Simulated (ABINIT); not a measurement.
# HfPbO3 (Pm-3m): zone-centre phonons, part 2 of 2

Aim: the zone-centre modes of HfPbO3 (Pm-3m).

ABINIT 10.8.3; DFT LDA, scalar-relativistic, plane waves, PseudoDojo norm-conserving pseudopotentials.

So far. Step 3 (Relaxation): The volume changes by -6.5 % in this run and stands -6.5 % from the first cell. Step 4 (Ground state): The cell stands at -0.85 GPa: the relaxation ran with a smoothed and higher cutoff, and the difference is a stress of the finite basis. The relaxed cell has a = 4.064 Å (conventional setting).

### 6. Zone-centre response

The derivative of the wavefunctions by k comes first, since the response to a field is built on it; then the field and the displacements that symmetry doesn't supply are solved at q = 0.

It reads the wavefunctions written in step 4.

Input file dfpt_gamma.abi:

```
ndtset 2

# common to the responses
getwfk_filepath "gso_WFK"
kptopt 2
nqpt 1
qpt 0.0 0.0 0.0
asr 0
chneut 0

# d/dk
rfelfd1 2
rfdir1 1 1 1
iscf1 -3
tolwfr1 1.0d-20

# displacements, field
rfphon2 1
rfatpol2 1 5
rfdir2 1 1 1
rfelfd2 3
getddk2 1
tolvrs2 1.0d-10
prtwf2 0

# basis, mesh and filling
ecut 36.0
ngkpt 6 6 6
nshiftk 1
shiftk 0.0 0.0 0.0
istwfk *1
occopt 1
nband 22
nstep 100
diemac 9.0
prtebands 0
prtgsr 0
useylm 1

# cell and atoms
acell 3*1.0 Angstrom
rprim 
    4.063551486 0.0 0.0
    0.0 4.063551486 0.0
    0.0 0.0 4.063551486
ntypat 3
znucl 72 82 8
natom 5
typat 1 2 3 3 3
xred 
    0.5 0.5 0.5
    0.0 0.0 0.0
    0.0 0.5 0.5
    0.5 0.0 0.5
    0.5 0.5 0.0
pp_dirpath "./pseudo"
pseudos "Hf.upf, Pb.upf, O.upf"
```

Run with:

```console
$ OMP_NUM_THREADS=1 mpirun -n 4 abinit dfpt_gamma.abi > dfpt_gamma.log
```

Numbers of over 12 decimals in the logs are rounded to 6 here.

dfpt_gamma.abo, the main output file:

```text
[banners, grids, parts of the stress and lines that vanish by symmetry left out]
- input  file    -> dfpt_gamma.abi
- output file    -> dfpt_gamma.abo
- root for input  files -> dfpt_gammai
[...]
DATASET    1 : space group Pm -3 m (#221); Bravais cP (primitive cubic)
[...]
nfft =       91125          nkpt =         112
[...]
DATASET    2 : space group Pm -3 m (#221); Bravais cP (primitive cubic)
[...]
nfft =       91125          nkpt =         112
[...]
== DATASET  1 ==================================================================
[...]
cutoff_energies: {ecut:  36.0, pawecutdg:  -1.0, }
[...]
-  8.00000   6.00000  201201                  znucl, zion, pspdat
[...]
Perturbation : derivative vs k along direction   1
[...]
-ETOT  1  -43.001809440384     -4.300E+01 4.175E-01 0.000E+00
 ETOT  2  -43.271247575436     -2.694E-01 4.963E-02 0.000E+00
 ETOT  3  -43.283087130526     -1.184E-02 9.775E-04 0.000E+00
 ETOT  4  -43.283853343108     -7.662E-04 2.583E-04 0.000E+00
 ETOT  5  -43.283911914910     -5.857E-05 8.027E-06 0.000E+00
[...]
At SCF step   21   max residual=  9.99E-21 < tolwfr=  1.00E-20 =>converged.
[...]
Perturbation : derivative vs k along direction   2
[...]
-ETOT  1  -43.001009191240     -4.300E+01 4.175E-01 0.000E+00
[...]
At SCF step   21   max residual=  9.99E-21 < tolwfr=  1.00E-20 =>converged.
[...]
Perturbation : derivative vs k along direction   3
[...]
-ETOT  1  -43.001809753338     -4.300E+01 4.175E-01 0.000E+00
[...]
At SCF step   21   max residual=  9.99E-21 < tolwfr=  1.00E-20 =>converged.
[...]
1        1       0.8635174565    0.0000000000
     1        2       0.0000000000    0.0000000000
     1        3       0.0000000000    0.0000000000
     2        1       0.0000000000    0.0000000000
     2        2       0.8635174565    0.0000000000
     2        3       0.0000000000    0.0000000000
     3        1       0.0000000000    0.0000000000
     3        2       0.0000000000    0.0000000000
     3        3       0.8635174565    0.0000000000
[...]
== DATASET  2 ==================================================================
[...]
cutoff_energies: {ecut:  36.0, pawecutdg:  -1.0, }
[...]
Perturbation : displacement of atom   1   along direction   1
[...]
-ETOT  1   9.725141     -2.180E+03 7.432E+00 1.306E+03
[...]
At SCF step   12       vres2   =  1.72E-12 < tolvrs=  1.00E-10 =>converged.
[...]
Perturbation : displacement of atom   2   along direction   1
[...]
-ETOT  1   3.088031     -1.116E+04 1.716E+01 6.790E+02
[...]
At SCF step   12       vres2   =  2.06E-12 < tolvrs=  1.00E-10 =>converged.
[...]
Perturbation : displacement of atom   3   along direction   1
[...]
-ETOT  1   19.400142927299     -3.635E+03 4.988E+00 1.190E+04
[...]
At SCF step   13       vres2   =  1.94E-11 < tolvrs=  1.00E-10 =>converged.
[...]
Perturbation : displacement of atom   3   along direction   2
[...]
-ETOT  1   5.759348     -3.515E+03 2.742E+00 6.147E+03
[...]
At SCF step   12       vres2   =  5.11E-11 < tolvrs=  1.00E-10 =>converged.
[...]
Perturbation : homogeneous electric field along direction   1
[...]
-ETOT  1  -122.83452128791     -1.228E+02 8.393E+00 3.018E+04
[...]
ETOT 12  -137.21583204009     -7.529E-11 1.849E-10 1.152E-09
 ETOT 13  -137.21583204010     -1.000E-11 3.819E-11 3.098E-11
 At SCF step   13       vres2   =  3.10E-11 < tolvrs=  1.00E-10 =>converged.
[...]
Dielectric tensor, in cartesian coordinates,
[...]
1    7   1    7         6.6878705832        -0.0000000000
   1    7   2    7        -0.0000000000        -0.0000000000
   1    7   3    7        -0.0000000000        -0.0000000000
   2    7   1    7        -0.0000000000        -0.0000000000
   2    7   2    7         6.6878705832        -0.0000000000
   2    7   3    7        -0.0000000000        -0.0000000000
   3    7   1    7        -0.0000000000        -0.0000000000
   3    7   2    7        -0.0000000000        -0.0000000000
   3    7   3    7         6.6878705832        -0.0000000000
  Effective charges, in cartesian coordinates,
[...]
1    1   1    7         5.6956136704         0.0000000000
   2    1   1    7         0.0000000000         0.0000000000
   3    1   1    7         0.0000000000         0.0000000000
   1    2   1    7         3.9155609833         0.0000000000
   2    2   1    7         0.0000000000         0.0000000000
[...]
Effective charges, in cartesian coordinates,
[...]
2    7   1    5         0.0000000000         0.0000000000
   3    7   1    5         0.0000000000         0.0000000000
   1    7   2    5         0.0000000000         0.0000000000
   2    7   2    5        -2.5158372047         0.0000000000
   3    7   2    5         0.0000000000         0.0000000000
   1    7   3    5         0.0000000000         0.0000000000
   2    7   3    5         0.0000000000         0.0000000000
   3    7   3    5        -4.5956659895         0.0000000000
  Phonon wavevector (reduced coordinates) :  0.00000  0.00000  0.00000
 Phonon energies in Hartree :
[...]
Phonon frequencies in cm-1    :
- -1.196865E+02 -1.196865E+02 -1.196865E+02  1.394833E+00  1.394833E+00
-  1.394833E+00  1.092274E+02  1.092274E+02  1.092274E+02  1.437692E+02
-  1.437692E+02  1.437692E+02  5.958610E+02  5.958610E+02  5.958610E+02
  Phonon at Gamma, with non-analyticity in the
[...]
Phonon energies in Hartree :
[...]
Phonon frequencies in cm-1    :
- -1.196865E+02 -1.196865E+02  1.382862E+00  1.394833E+00  1.394833E+00
-  8.265113E+01  1.092274E+02  1.092274E+02  1.092274E+02  1.437692E+02
-  1.437692E+02  3.399758E+02  5.958610E+02  5.958610E+02  7.060649E+02
  Phonon at Gamma, with non-analyticity in the
[...]
Phonon energies in Hartree :
[...]
Phonon frequencies in cm-1    :
- -1.196865E+02 -1.196865E+02  1.382861E+00  1.394833E+00  1.394833E+00
-  8.265113E+01  1.092274E+02  1.092274E+02  1.092274E+02  1.437692E+02
-  1.437692E+02  3.399758E+02  5.958610E+02  5.958610E+02  7.060649E+02
  Phonon at Gamma, with non-analyticity in the
[...]
Phonon energies in Hartree :
[...]
Phonon frequencies in cm-1    :
- -1.196865E+02 -1.196865E+02  1.382861E+00  1.394833E+00  1.394833E+00
-  8.265113E+01  1.092274E+02  1.092274E+02  1.092274E+02  1.437692E+02
-  1.437692E+02  3.399758E+02  5.958610E+02  5.958610E+02  7.060649E+02
[...]
fcart2     0.0000000000E+00  0.0000000000E+00  0.0000000000E+00
           strten2     0.0000000000E+00  0.0000000000E+00  0.0000000000E+00
================================================================================
```

Wall time 14 min (4 MPI ranks of Arm Neoverse V2, shared host); 54 min of CPU time.

This step gave:

| Quantity | Value |
| --- | --- |
| miss of the charge sum rule | 0.01617 e |
| largest acoustic frequency at the zone centre before the sum rule | 1.39 cm⁻¹ |
| highest optical zone-centre mode (no LO-TO term) | 595.9 cm⁻¹ |
| lowest optical zone-centre mode | -119.7 cm⁻¹ |
| mean high-frequency dielectric constant | 6.688 |
| largest Born charge in size (third of the trace) | 5.696 e |

Born charge (rows field, columns displacement), before the sum rule (e), principal values of the symmetric part by kind of site:

```csv
atom,atoms with these values,low,middle,high,mean
Hf1,1,5.70,5.70,5.70,5.70
Pb2,1,3.92,3.92,3.92,3.92
O3,3,-4.60,-2.52,-2.52,-3.21
```

In full for O3:

```
-4.60  0.00  0.00
 0.00 -2.52  0.00
 0.00  0.00 -2.52
```

High-frequency dielectric tensor:

```
6.69 0.00 0.00
0.00 6.69 0.00
0.00 0.00 6.69
```

The acoustic modes at Γ come out as far as 1.4 cm⁻¹ from zero, where they should vanish, a small numerical error; the Born charges miss their sum rule by 0.016 e, which is good. The lowest optical mode is imaginary, 120i cm⁻¹, an instability at this level and on this k mesh.

### 7. Modes with the sum rule

anaddb reads the merged derivatives, imposes the acoustic sum rule and charge neutrality, and adds the LO-TO term along chosen directions.

Input file anaddb.abi:

```
ddb_filepath "gamma_DDB"
output_file "anaddb.abo"
outdata_prefix "anaddb"
asr 1
chneut 1
enunit 2
eivec 1
nph1l 1
qph1l 0.0 0.0 0.0 1.0
dieflag 2
nph2l 3
qph2l 
    1.0 0.0 0.0 0.0
    0.0 0.0 1.0 0.0
    1.0 1.0 1.0 0.0
```

Input file mrgddb.in:

```
gamma_DDB
merged
2
dfpt_gammao_DS2_DDB
gso_DDB
```

Run with:

```console
$ mrgddb < mrgddb.in > mrgddb.log
$ OMP_NUM_THREADS=1 anaddb anaddb.abi > anaddb.log
```

anaddb.abo, the main output file:

```text
[banners, grids, parts of the stress and lines that vanish by symmetry left out]
-outvars_anaddb: echo values of input variables ----------------------

 Flags :
[...]
Dielectric Tensor and Effective Charges
[...]
Effective charge tensors after
[...]
Phonon wavevector (reduced coordinates) :  0.00000  0.00000  0.00000
 Phonon energies in Hartree :
[...]
Phonon energies in meV     :
- -1.484916E+01 -1.484916E+01 -1.484916E+01  0.000000E+00  0.000000E+00
-  0.000000E+00  1.352250E+01  1.352250E+01  1.352250E+01  1.782074E+01
-  1.782074E+01  1.782074E+01  7.387891E+01  7.387891E+01  7.387891E+01
 Phonon frequencies in cm-1    :
- -1.197665E+02 -1.197665E+02 -1.197665E+02  0.000000E+00  0.000000E+00
-  0.000000E+00  1.090664E+02  1.090664E+02  1.090664E+02  1.437340E+02
-  1.437340E+02  1.437340E+02  5.958736E+02  5.958736E+02  5.958736E+02
 Phonon frequencies in Thz     :
- -3.590510E+00 -3.590510E+00 -3.590510E+00  0.000000E+00  0.000000E+00
-  0.000000E+00  3.269727E+00  3.269727E+00  3.269727E+00  4.309036E+00
-  4.309036E+00  4.309036E+00  1.786384E+01  1.786384E+01  1.786384E+01
 Phonon energies in Kelvin  :
- -1.723173E+02 -1.723173E+02 -1.723173E+02  0.000000E+00  0.000000E+00
-  0.000000E+00  1.569221E+02  1.569221E+02  1.569221E+02  2.068011E+02
-  2.068011E+02  2.068011E+02  8.573291E+02  8.573291E+02  8.573291E+02
[...]
-  1  0.00000000E+00  0.00000000E+00  3.92137910E-04
-     0.00000000E+00  0.00000000E+00  0.00000000E+00
-  2  0.00000000E+00  0.00000000E+00 -9.26008135E-04
-     0.00000000E+00  0.00000000E+00  0.00000000E+00
-  3  0.00000000E+00  0.00000000E+00  3.13427030E-03
-     0.00000000E+00  0.00000000E+00  0.00000000E+00
-  4  0.00000000E+00  0.00000000E+00  3.13427030E-03
-     0.00000000E+00  0.00000000E+00  0.00000000E+00
-  5  0.00000000E+00  0.00000000E+00  1.34900519E-03
-     0.00000000E+00  0.00000000E+00  0.00000000E+00
[...]
-  1  0.00000000E+00 -3.92137910E-04  0.00000000E+00
-     0.00000000E+00  0.00000000E+00  0.00000000E+00
-  2  0.00000000E+00  9.26008135E-04  0.00000000E+00
-     0.00000000E+00  0.00000000E+00  0.00000000E+00
-  3  0.00000000E+00 -3.13427030E-03  0.00000000E+00
-     0.00000000E+00  0.00000000E+00  0.00000000E+00
-  4  0.00000000E+00 -1.34900519E-03  0.00000000E+00
-     0.00000000E+00  0.00000000E+00  0.00000000E+00
-  5  0.00000000E+00 -3.13427030E-03  0.00000000E+00
-     0.00000000E+00  0.00000000E+00  0.00000000E+00
[...]
-  1  3.92137910E-04  0.00000000E+00  0.00000000E+00
-     0.00000000E+00  0.00000000E+00  0.00000000E+00
-  2 -9.26008135E-04  0.00000000E+00  0.00000000E+00
-     0.00000000E+00  0.00000000E+00  0.00000000E+00
-  3  1.34900519E-03  0.00000000E+00  0.00000000E+00
-     0.00000000E+00  0.00000000E+00  0.00000000E+00
-  4  3.13427030E-03  0.00000000E+00  0.00000000E+00
-     0.00000000E+00  0.00000000E+00  0.00000000E+00
[...]
Phonon at Gamma, with non-analyticity in the
[...]
Phonon energies in Hartree :
[...]
Phonon energies in meV     :
- -1.484916E+01 -1.484916E+01  0.000000E+00  0.000000E+00  0.000000E+00
-  1.024192E+01  1.352250E+01  1.352250E+01  1.352250E+01  1.782074E+01
[...]
Phonon frequencies in cm-1    :
[...]
Phonon frequencies in Thz     :
[...]
Phonon energies in Kelvin  :
[...]
-  1.188526E+02  1.569221E+02  1.569221E+02  1.569221E+02  2.068011E+02
-  2.068011E+02  4.887549E+02  8.573291E+02  8.573291E+02  1.015655E+03
[...]
-  5  0.00000000E+00  0.00000000E+00 -1.12468564E-03
-     0.00000000E+00  0.00000000E+00  0.00000000E+00
[...]
-  1  0.00000000E+00 -1.12468570E-03  0.00000000E+00
-     0.00000000E+00  0.00000000E+00  0.00000000E+00
-  2  0.00000000E+00 -1.12468555E-03  0.00000000E+00
-     0.00000000E+00  0.00000000E+00  0.00000000E+00
-  3  0.00000000E+00 -1.12468575E-03  0.00000000E+00
-     0.00000000E+00  0.00000000E+00  0.00000000E+00
-  4  0.00000000E+00 -1.12468564E-03  0.00000000E+00
-     0.00000000E+00  0.00000000E+00  0.00000000E+00
-  5  0.00000000E+00 -1.12468575E-03  0.00000000E+00
-     0.00000000E+00  0.00000000E+00  0.00000000E+00
[...]
Phonon at Gamma, with non-analyticity in the
[...]
Phonon energies in Hartree :
[...]
Phonon energies in meV     :
- -1.484916E+01 -1.484916E+01  0.000000E+00  0.000000E+00  0.000000E+00
-  1.024192E+01  1.352250E+01  1.352250E+01  1.352250E+01  1.782074E+01
-  1.782074E+01  4.211764E+01  7.387891E+01  7.387891E+01  8.752236E+01
 Phonon frequencies in cm-1    :
- -1.197665E+02 -1.197665E+02  0.000000E+00  0.000000E+00  0.000000E+00
[...]
Phonon frequencies in Thz     :
[...]
Phonon energies in Kelvin  :
[...]
Phonon at Gamma, with non-analyticity in the
[...]
Phonon energies in Hartree :
[...]
Phonon energies in meV     :
[...]
Phonon frequencies in cm-1    :
[...]
Phonon frequencies in Thz     :
[...]
Phonon energies in Kelvin  :
[...]
-  1.188526E+02  1.569221E+02  1.569221E+02  1.569221E+02  2.068011E+02
-  2.068011E+02  4.887549E+02  8.573291E+02  8.573291E+02  1.015655E+03
[...]
-  4  8.50744060E-04  2.96815823E-03 -2.87096975E-04
-     0.00000000E+00  0.00000000E+00  0.00000000E+00
-  5  8.50744060E-04 -5.63647085E-04  1.51184894E-03
-     0.00000000E+00  0.00000000E+00  0.00000000E+00
[...]
;  5 -1.96980701E-04 -1.96980701E-04 -3.26155545E-03
;     0.00000000E+00  0.00000000E+00  0.00000000E+00
-
```

The job ended after 0.52 s (1 thread).

This step gave:

```yaml
lowest_optical_zone_centre_mode: -119.8 cm⁻¹
highest_mode_moved_by_the_lo_to_term: 705.9 cm⁻¹
```

No LO-TO term; unit eigenvectors of the mass-weighted matrix, from anaddb's displacements. The modes at Γ (shares of kinetic energy by element, %) (negative means imaginary):

| mode | frequency (cm⁻¹) | symmetry | Hf % | Pb % | O % |
| --- | --- | --- | --- | --- | --- |
| 1 | -119.8 | T1u | 5 | 32 | 63 |
| 2 | -119.8 | T1u | 5 | 32 | 63 |
| 3 | -119.8 | T1u | 5 | 32 | 63 |
| 4 | 0.0 | acoustic | 41 | 48 | 11 |
| 5 | 0.0 | acoustic | 41 | 48 | 11 |
| 6 | 0.0 | acoustic | 41 | 48 | 11 |
| 7 | 109.1 | T2u | 0 | 0 | 100 |
| 8 | 109.1 | T2u | 0 | 0 | 100 |
| 9 | 109.1 | T2u | 0 | 0 | 100 |
| 10 | 143.7 | T1u | 51 | 20 | 29 |
| 11 | 143.7 | T1u | 51 | 20 | 29 |
| 12 | 143.7 | T1u | 51 | 20 | 29 |
| 13 | 595.9 | T1u | 3 | 0 | 97 |
| 14 | 595.9 | T1u | 3 | 0 | 97 |
| 15 | 595.9 | T1u | 3 | 0 | 97 |

Displacements in mode 2 (-119.8 cm⁻¹), the largest set to 1:
```
Hf1  0.00 -0.13  0.00
Pb2  0.00  0.30  0.00
O3   0.00 -1.00  0.00
O4   0.00 -0.43  0.00
O5   0.00 -1.00  0.00
```

Displacements in mode 14 (595.9 cm⁻¹), the largest set to 1:
```
Hf1  0.00 -0.05  0.00
Pb2  0.00  0.00  0.00
O3   0.00 -0.19  0.00
O4   0.00  1.00  0.00
O5   0.00 -0.19  0.00
```

With imaginary modes the relaxed-ion tensors have no meaning and are not tabulated.

The rule moves no optical mode by more than 0.2 cm⁻¹.

### 8. Summary of results

| Quantity | Value |
| --- | --- |
| space group after relaxation | Pm-3m |
| volume per atom | 13.4 Å³ |
| highest optical zone-centre mode (no LO-TO term) | 595.9 cm⁻¹ |
| lowest optical zone-centre mode | -119.8 cm⁻¹ |
| highest mode moved by the LO-TO term | 705.9 cm⁻¹ |
| mean high-frequency dielectric constant | 6.69 |
| largest Born charge in size (third of the trace) | 5.70 e |
| imaginary optical modes at the zone centre (no q mesh in this session) | yes |

In words: At the LDA level the optical modes of HfPbO3 (Pm-3m) at the zone centre (no LO-TO term) run from 120i to 596 cm⁻¹, so the structure is a saddle point, with 3 modes beyond 10i cm⁻¹ there. The base run prints -0.85 GPa, mostly the error of a finite basis; the relaxation, with a smoothed and higher cutoff, had brought the cell to rest. Along the directions run, the highest mode that the macroscopic field moves lies at 706 cm⁻¹. These are harmonic frequencies at zero temperature: anharmonic shifts and linewidths and thermal expansion are left out. Spin-orbit coupling is left out, which can matter for the heavy elements here. The structure comes from a database and need not be the phase that is stable at ambient conditions.

[Host names and launcher messages were left out of these logs when they were recorded.]

[Logs are printed without paths, hosts, clocks, repeated set-up lines and the standing remarks that a program may print on its own settings, such as how far it seeks lower states.]

[Hosts, paths, dates, database ids (printed as entryN), source tags and the programs' standing remarks are cut or masked in the printed files.]
